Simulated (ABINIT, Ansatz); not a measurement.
# KNa3H4 (Pm-3m): G0W0 on several meshes in ABINIT

Aim: the GW shift of KNa3H4 (Pm-3m) against the k mesh.

Main program and level: ABINIT 10.8.3; LDA and many-body steps on it, plane waves.

## Step 1: Set-up

The structure is cubic, space group Pm-3m (No. 221). Conventional cell: a = 5.119 Å, b = 5.119 Å, c = 5.119 Å, α = 90.00°, β = 90.00°, γ = 90.00°. Nearest to K lie 6 H at 2.56 Å. Na has 6 H at 2.56 Å nearest. Nearest to H lie 6 Na at 2.56 Å. Nearest to H lie 4 Na at 2.56 Å and 2 K at 2.56 Å. Farther neighbours are not listed.

The cell and positions are those that the Materials Project relaxed with its own functionals (PBE, PBE+U or r2SCAN), kept fixed.

## Step 2: Empty states on the mesh, 2×2×2 mesh, 259 bands

This step: ABINIT 10.8.3; DFT, LDA, plane waves, norm-conserving pseudopotentials.

The sums over transitions need many empty states on a uniform mesh; this step solves for them.

run.abi reads:

```
acell 3*1.0 Angstrom
rprim 
  5.118641000000 0.000000000000 0.000000000000
  0.000000000000 5.118641000000 0.000000000000
  0.000000000000 0.000000000000 5.118641000000
ntypat 3
znucl 19 11 1
natom 8
typat 1 2 2 2 3 3 3 3
xred 
  0.500000000000 0.500000000000 0.500000000000
  -0.000000000000 -0.000000000000 0.500000000000
  -0.000000000000 0.500000000000 -0.000000000000
  0.500000000000 -0.000000000000 -0.000000000000
  -0.000000000000 -0.000000000000 -0.000000000000
  0.500000000000 0.500000000000 -0.000000000000
  0.500000000000 -0.000000000000 0.500000000000
  -0.000000000000 0.500000000000 0.500000000000
pp_dirpath "pseudos"
pseudos "K.upf, Na.upf, H.upf"
ecut 38
ngkpt 2 2 2
nshiftk 1
shiftk 0 0 0
kptopt 1
chksymbreak 0
iscf -2
irdden 1
istwfk *1
nband 259
nbdbuf 22
tolwfr 1e-09
nstep 60
prtvol 0
indata_prefix "in"
outdata_prefix "out"
tmpdata_prefix "tmp"
```

Run with:

```sh
OMP_NUM_THREADS=1 mpirun -n 4 abinit run.abi > log
```

Numbers of over 12 decimals in the logs are rounded to 6 here.

The log of the run:

```text
.Version 10.8.3 of ABINIT. v10.8.2 released Aug 2026.

 Symmetries : space group Pm -3 m (#221); Bravais cP (primitive cubic)
[... echo of the input left out ...]
== DATASET  1 ==================================================================
-   mpi_nproc: 4, omp_nthreads: 1 (-1 if OMP is not activated)

--- !DatasetInfo
iteration_state: {dtset: 1, }
dimensions: {natom: 8, nkpt: 4, mband: 259, nsppol: 1, nspinor: 1, nspden: 1, mpw: 10131, }
cutoff_energies: {ecut:  38.0, pawecutdg:  -1.0, }
[...]
2.77061    2.78329    2.78329    2.78329    2.78717    2.78717    2.78717    2.80275
   2.80275    2.80276    2.81249    2.81250    2.82562    2.82562    2.82565    2.83850
   2.85268    2.85291    2.86450
 prteigrs : prtvol=0 or 1, do not print more k-points.

== END DATASET(S) ==============================================================
================================================================================

 -outvars: echo values of variables after computation  --------
            nband         259
             nkpt           4
          spgroup         221
 [... the other variables as echoed above ...]

 Calculation completed.
```

It took 1.9 min on 4 MPI ranks of Arm Neoverse V2, shared host; peak memory 0.5 GiB; 7.7 min of CPU time.

Numbers from this step:

```yaml
gap: 2.594 eV
k_of_the_valence_top: 0.5, 0, 0
k_of_the_conduction_bottom: 0.5, 0.5, 0.5
least_direct_gap: 3.160 eV
k_points_computed: 4
lowest_point_of_the_top_converged_band_above_the_valence_top: 73.9676 eV
```

On this mesh the gap is 2.594 eV.

The density comes from a self-consistent run that is not shown.

## Step 3: Screening, 2×2×2 mesh, 108 bands, screening to 114.3 eV

The RPA dielectric matrix is built and inverted for each q.

This step: RPA screening on LDA, plane waves, norm-conserving pseudopotentials.

Edit run.abi of step 2 so:

```diff
@@ -26,10 +26,11 @@
 chksymbreak 0
-iscf -2
-irdden 1
 istwfk *1
-nband 259
-nbdbuf 22
-tolwfr 1e-09
-nstep 60
-prtvol 0
+occopt 1
+irdwfk 1
+optdriver 3
+nband 108
+ecuteps 4.2
+inclvkb 2
+awtr 1
+symchi 1
 indata_prefix "in"
```

The log of the run:

```text
.Version 10.8.3 of ABINIT. v10.8.2 released Aug 2026.

 Symmetries : space group Pm -3 m (#221); Bravais cP (primitive cubic)
[... echo of the input left out ...]
== DATASET  1 ==================================================================
-   mpi_nproc: 4, omp_nthreads: 1 (-1 if OMP is not activated)

--- !DatasetInfo
iteration_state: {dtset: 1, }
dimensions: {natom: 8, nkpt: 4, mband: 108, nsppol: 1, nspinor: 1, nspden: 1, mpw: 10131, }
cutoff_energies: {ecut:  38.0, pawecutdg:  -1.0, }
electrons: {nelect:   4.00000000E+01, charge:   0.00000000E+00, occopt:   1.00000000E+00, tsmear:   1.00000000E-02, }

 SCREENING: Calculation of the susceptibility and dielectric matrices

 Based on a program developped by R.W. Godby, V. Olevano, G. Onida, and L. Reining.
 Incorporated in ABINIT by V. Olevano, G.-M. Rignanese, and M. Torrent.
.Using double precision arithmetic ; gwpc =  8

[... cell and pseudopotentials left out ...]
--------------------------------------------------------------------------------

 ==== K-mesh for the wavefunctions ====
 Number of points in the irreducible wedge :     4
[... list of points left out ...]
 Together with 48 symmetry operations and time-reversal symmetry
 yields     8 points in the full Brillouin Zone.

 ==== Q-mesh for the screening function ====
 Number of points in the irreducible wedge :     4
[... list of points left out ...]
 Together with 48 symmetry operations and time-reversal symmetry
 yields     8 points in the full Brillouin Zone.

 setmesh: FFT mesh size selected  =    36x   36x   36
          total number of points  =        46656

 vcoul_init : cutoff-mode = AUXILIARY_FUNCTION
 q-points for optical limit:   1
     1)      0.000010    0.000020    0.000030

- screening: taking advantage of time-reversal symmetry
- Maximum band index for partially occupied states nbvw = 20
- Remaining bands to be divided among processors   nbcw = 88
- Number of bands treated by each node ~22

 Number of electrons calculated from density =   40.0000; Expected =   40.0000
 average of density, n =  0.044198
 r_s =    1.7546
 omega_plasma =   20.2794 [eV]

 calculating chi0 at frequencies [eV] :
  1    0.000000E+00    0.000000E+00
  2    0.000000E+00    2.027941E+01

--------------------------------------------------------------------------------
  q-point number  1        q = ( 0.000000, 0.000000, 0.000000) [r.l.u.]
--------------------------------------------------------------------------------
[... chi0 elements left out ...]
 For q-point:  0.000010 0.000020 0.000030
  dielectric constant =   3.2793
  dielectric constant without local fields =   3.6868

  Average fulfillment of the sum rule on Im[epsilon] for q-point    1 :     40.51  [%]
[... wings left out ...]
  q-point number  2        q = ( 0.500000, 0.000000, 0.000000) [r.l.u.]
--------------------------------------------------------------------------------
[... chi0 elements left out ...]
  Average fulfillment of the sum rule on Im[epsilon] for q-point    2 :     44.62  [%]

 [... 2 further q-points ...]
```

It took 16 s on 4 MPI ranks; peak memory 1.2 GiB; 66 s of CPU time.

This step gave:

| Quantity | Value |
| --- | --- |
| ε∞ with local fields, on this mesh, along the program's q direction | 3.279 |
| the same without local fields | 3.687 |
| plasma frequency | 20.28 eV |
| plane waves in the screening matrix | 365 |

Local fields lower ε∞ by 11 %. On a Γ-centred mesh this coarse the value itself is usually too large, while a short band sum pulls it down.

## Step 4: 2×2×2

The self-energy is evaluated for the states that the input lists, and the levels follow from it, in one-shot runs by the linearised quasiparticle equation.

This step: G0W0 on LDA, plane waves, norm-conserving pseudopotentials.

Edit run.abi of step 3 so:

```diff
@@ -29,8 +29,19 @@
 irdwfk 1
-optdriver 3
+optdriver 4
 nband 108
+gwcalctyp 0
+ecutsigx 38
+symsigma 1
+nkptgw 3
+kptgw 
+  0.5000000000 0.0000000000 0.0000000000
+  0.5000000000 0.5000000000 0.5000000000
+  0.0000000000 0.0000000000 0.0000000000
+bdgw 
+  19 22
+  18 23
+  18 23
 ecuteps 4.2
-inclvkb 2
-awtr 1
-symchi 1
+irdscr 1
+ppmodel 1
 indata_prefix "in"
```

The log of the run:

```text
.Version 10.8.3 of ABINIT. v10.8.2 released Aug 2026.

 Symmetries : space group Pm -3 m (#221); Bravais cP (primitive cubic)
[... echo of the input left out ...]
== DATASET  1 ==================================================================
-   mpi_nproc: 4, omp_nthreads: 1 (-1 if OMP is not activated)

--- !DatasetInfo
iteration_state: {dtset: 1, }
dimensions: {natom: 8, nkpt: 4, mband: 108, nsppol: 1, nspinor: 1, nspden: 1, mpw: 10131, }
cutoff_energies: {ecut:  38.0, pawecutdg:  -1.0, }
electrons: {nelect:   4.00000000E+01, charge:   0.00000000E+00, occopt:   1.00000000E+00, tsmear:   1.00000000E-02, }

 SIGMA: Calculation of the GW corrections

 Based on a program developped by R.W. Godby, V. Olevano, G. Onida, and L. Reining.
 Incorporated in ABINIT by V. Olevano, G.-M. Rignanese, and M. Torrent.
.Using double precision arithmetic ; gwpc =  8

[... cell and pseudopotentials left out ...]
--------------------------------------------------------------------------------

 ==== K-mesh for the wavefunctions ====
 Number of points in the irreducible wedge :     4
[... list of points left out ...]
 Together with 48 symmetry operations and time-reversal symmetry
 yields     8 points in the full Brillouin Zone.

 ==== Q-mesh for screening function ====
 Number of points in the irreducible wedge :     4
[... list of points left out ...]
 Together with 48 symmetry operations and time-reversal symmetry
 yields     8 points in the full Brillouin Zone.

 vcoul_init : cutoff-mode = AUXILIARY_FUNCTION
 q-points for optical limit:   1
     1)      0.000010    0.000020    0.000030
 setmesh: FFT mesh size selected  =    54x   54x   54
          total number of points  =       157464

 Number of electrons calculated from density =   40.0000; Expected =   40.0000
 average of density, n =  0.044198
 r_s =    1.7546
 omega_plasma =   20.2794 [eV]

 === KS Band Gaps ===
  >>>> For spin  1
   Minimum direct gap =   3.1596 [eV], located at k-point      :   0.5000  0.5000  0.5000
   Fundamental gap    =   2.5938 [eV], Top of valence bands at :   0.5000  0.0000  0.0000
                                       Bottom of conduction at :   0.5000  0.5000  0.5000
 SIGMA fundamental parameters:
 PLASMON POLE MODEL  1
 number of plane-waves for SigmaX                10131
 number of plane-waves for SigmaC and W            365
 number of plane-waves for wavefunctions         10131
 number of bands                                   108
 number of independent spin polarizations            1
 number of spinorial components                      1
 number of k-points in IBZ                           4
 number of q-points in IBZ                           4
 number of symmetry operations                      48
 number of k-points in BZ                            8
 number of q-points in BZ                            8
 number of frequencies for dSigma/dE                 9
 frequency step for dSigma/dE [eV]                0.25
 number of omega for Sigma on real axis              0
 max omega for Sigma on real axis  [eV]           0.00
 zcut for avoiding poles [eV]                     0.10

 EPSILON^-1 parameters (SCR file):
 dimension of the eps^-1 matrix on file            365
 dimension of the eps^-1 matrix used               365
 number of plane-waves for wavefunctions         10131
 number of bands                                   108
 number of q-points in IBZ                           4
 number of frequencies                               2
 number of real frequencies                          1
 number of imag frequencies                          1

 matrix elements of self-energy operator (all in [eV])

 Perturbative Calculation

--- !SelfEnergy_ee
iteration_state: {dtset: 1, }
kpoint     : [   0.500,    0.000,    0.000, ]
spin       : 1
KS_gap     :    4.568
QP_gap     :    6.824
Delta_QP_KS:    2.256
data: !SigmaeeData |
     Band     E0 <VxcDFT>   SigX SigC(E0)      Z dSigC/dE  Sig(E)    E-E0       E
       19  -0.709 -10.108 -13.385   1.944   0.746  -0.341 -11.102  -0.994  -1.703
       20  -0.233 -10.290 -13.490   1.845   0.754  -0.326 -11.311  -1.022  -1.255
       21   4.334  -7.735  -3.146  -3.084   0.820  -0.219  -6.501   1.234   5.569
       22   4.334  -7.735  -3.146  -3.084   0.820  -0.219  -6.501   1.234   5.569

--- !SelfEnergy_ee
iteration_state: {dtset: 1, }
kpoint     : [   0.500,    0.500,    0.500, ]
spin       : 1
KS_gap     :    3.160
QP_gap     :    5.369
Delta_QP_KS:    2.209
data: !SigmaeeData |
     Band     E0 <VxcDFT>   SigX SigC(E0)      Z dSigC/dE  Sig(E)    E-E0       E
       18  -0.799 -10.257 -13.686   1.984   0.749  -0.336 -11.339  -1.082  -1.881
       19  -0.799 -10.257 -13.686   1.984   0.749  -0.336 -11.339  -1.082  -1.881
[...]
--- !SelfEnergy_ee
iteration_state: {dtset: 1, }
kpoint     : [   0.000,    0.000,    0.000, ]
spin       : 1
KS_gap     :    4.495
QP_gap     :    6.566
Delta_QP_KS:    2.071
data: !SigmaeeData |
     Band     E0 <VxcDFT>   SigX SigC(E0)      Z dSigC/dE  Sig(E)    E-E0       E
[...]
21   4.019  -7.703  -3.435  -2.957   0.826  -0.210  -6.620   1.082   5.102
       22   4.019  -7.703  -3.435  -2.957   0.826  -0.210  -6.620   1.082   5.102
       23   4.019  -7.703  -3.435  -2.957   0.826  -0.210  -6.620   1.082   5.102

== END DATASET(S) ==============================================================
================================================================================

 -outvars: echo values of variables after computation  --------
           etotal      0.0000000000E+00
            nband         108
             nkpt           4
          spgroup         221
 [... the other variables as echoed above ...]

 Calculation completed.
```

Elapsed: 14 s, on 4 MPI ranks; peak memory 1.2 GiB; 56 s of CPU time.

Numbers from this step:

```
G0W0 gap on the points computed              : 4.743 eV
starting gap on the mesh                     : 2.594 eV
k of the valence top                         : 0.5, 0, 0
k of the conduction bottom                   : 0.5, 0.5, 0.5
Z at the valence top                         : 0.754
Z at the conduction bottom                   : 0.822
least direct G0W0 gap on the computed points : 5.369 eV
```

The gap on the mesh goes from 2.59 eV to 4.74 eV, a correction of +2.15 eV.

## Step 5: Empty states on the mesh, 4×4×4 mesh, 118 bands

This step: DFT, LDA, plane waves, norm-conserving pseudopotentials.

Edit run.abi of step 4 so:

```diff
@@ -21,3 +21,3 @@
 ecut 38
-ngkpt 2 2 2
+ngkpt 4 4 4
 nshiftk 1
@@ -26,22 +26,10 @@
 chksymbreak 0
+iscf -2
+irdden 1
 istwfk *1
-occopt 1
-irdwfk 1
-optdriver 4
-nband 108
-gwcalctyp 0
-ecutsigx 38
-symsigma 1
-nkptgw 3
-kptgw 
-  0.5000000000 0.0000000000 0.0000000000
-  0.5000000000 0.5000000000 0.5000000000
-  0.0000000000 0.0000000000 0.0000000000
-bdgw 
-  19 22
-  18 23
-  18 23
-ecuteps 4.2
-irdscr 1
-ppmodel 1
+nband 118
+nbdbuf 10
+tolwfr 1e-09
+nstep 60
+prtvol 0
 indata_prefix "in"
```

The log of the run:

```text
.Version 10.8.3 of ABINIT. v10.8.2 released Aug 2026.

 Symmetries : space group Pm -3 m (#221); Bravais cP (primitive cubic)
[... echo of the input left out ...]
== DATASET  1 ==================================================================
-   mpi_nproc: 4, omp_nthreads: 1 (-1 if OMP is not activated)

--- !DatasetInfo
iteration_state: {dtset: 1, }
dimensions: {natom: 8, nkpt: 10, mband: 118, nsppol: 1, nspinor: 1, nspden: 1, mpw: 10135, }
cutoff_energies: {ecut:  38.0, pawecutdg:  -1.0, }
[...]
1.31578    1.31578    1.31578    1.36801    1.36801    1.46480    1.47577    1.47577
   1.47577    1.48840    1.48840    1.48840    1.50007    1.50007    1.57241    1.59001
   1.59660    1.59660    1.59660    1.65968    1.66066    1.66390
 prteigrs : prtvol=0 or 1, do not print more k-points.

== END DATASET(S) ==============================================================
================================================================================

 -outvars: echo values of variables after computation  --------
            nband         118
             nkpt          10
          spgroup         221
 [... the other variables as echoed above ...]

 Calculation completed.
```

The job ended after 88 s (4 MPI ranks; peak memory 0.54 GiB).

This step gave:

| Item | Value |
| --- | --- |
| gap | 2.594 eV |
| k of the valence top | 0.5, 0, 0 |
| k of the conduction bottom | 0.5, 0.5, 0.5 |
| least direct gap | 3.160 eV |
| k points computed | 10 |
| lowest point of the top converged band, above the valence top | 39.48 eV |

On this mesh the gap is 2.594 eV.

(Part 1 of 2 ends here.)

[Paths, hosts, dates, memory and timing lines, banners, echoed tables and standing remarks are left out of the program output.]

[Logs are printed without paths, hosts, clocks, repeated set-up lines and the standing remarks that a program may print on its own settings, such as how far it seeks lower states.]

[Runs of the session that timed out or met a known fault of the program may be left out.]

[No measured gap is set beside runs whose start may be inverted or whose files or cutoffs have a known fault.]

[Hosts, paths, dates, database ids (printed as entryN), source tags and the programs' standing remarks are cut or masked in the printed files.]

[G0W0 gaps are taken among the corrected bands and points alone; a level outside them can change the order at an edge.]

[Where Ansatz stands beside ABINIT at settings called matched, ABINIT's density can come from a denser mesh and the files from another edition; pairs whose starting gaps differed by over 0.03 eV were left out, so agreement reads better than it is.]
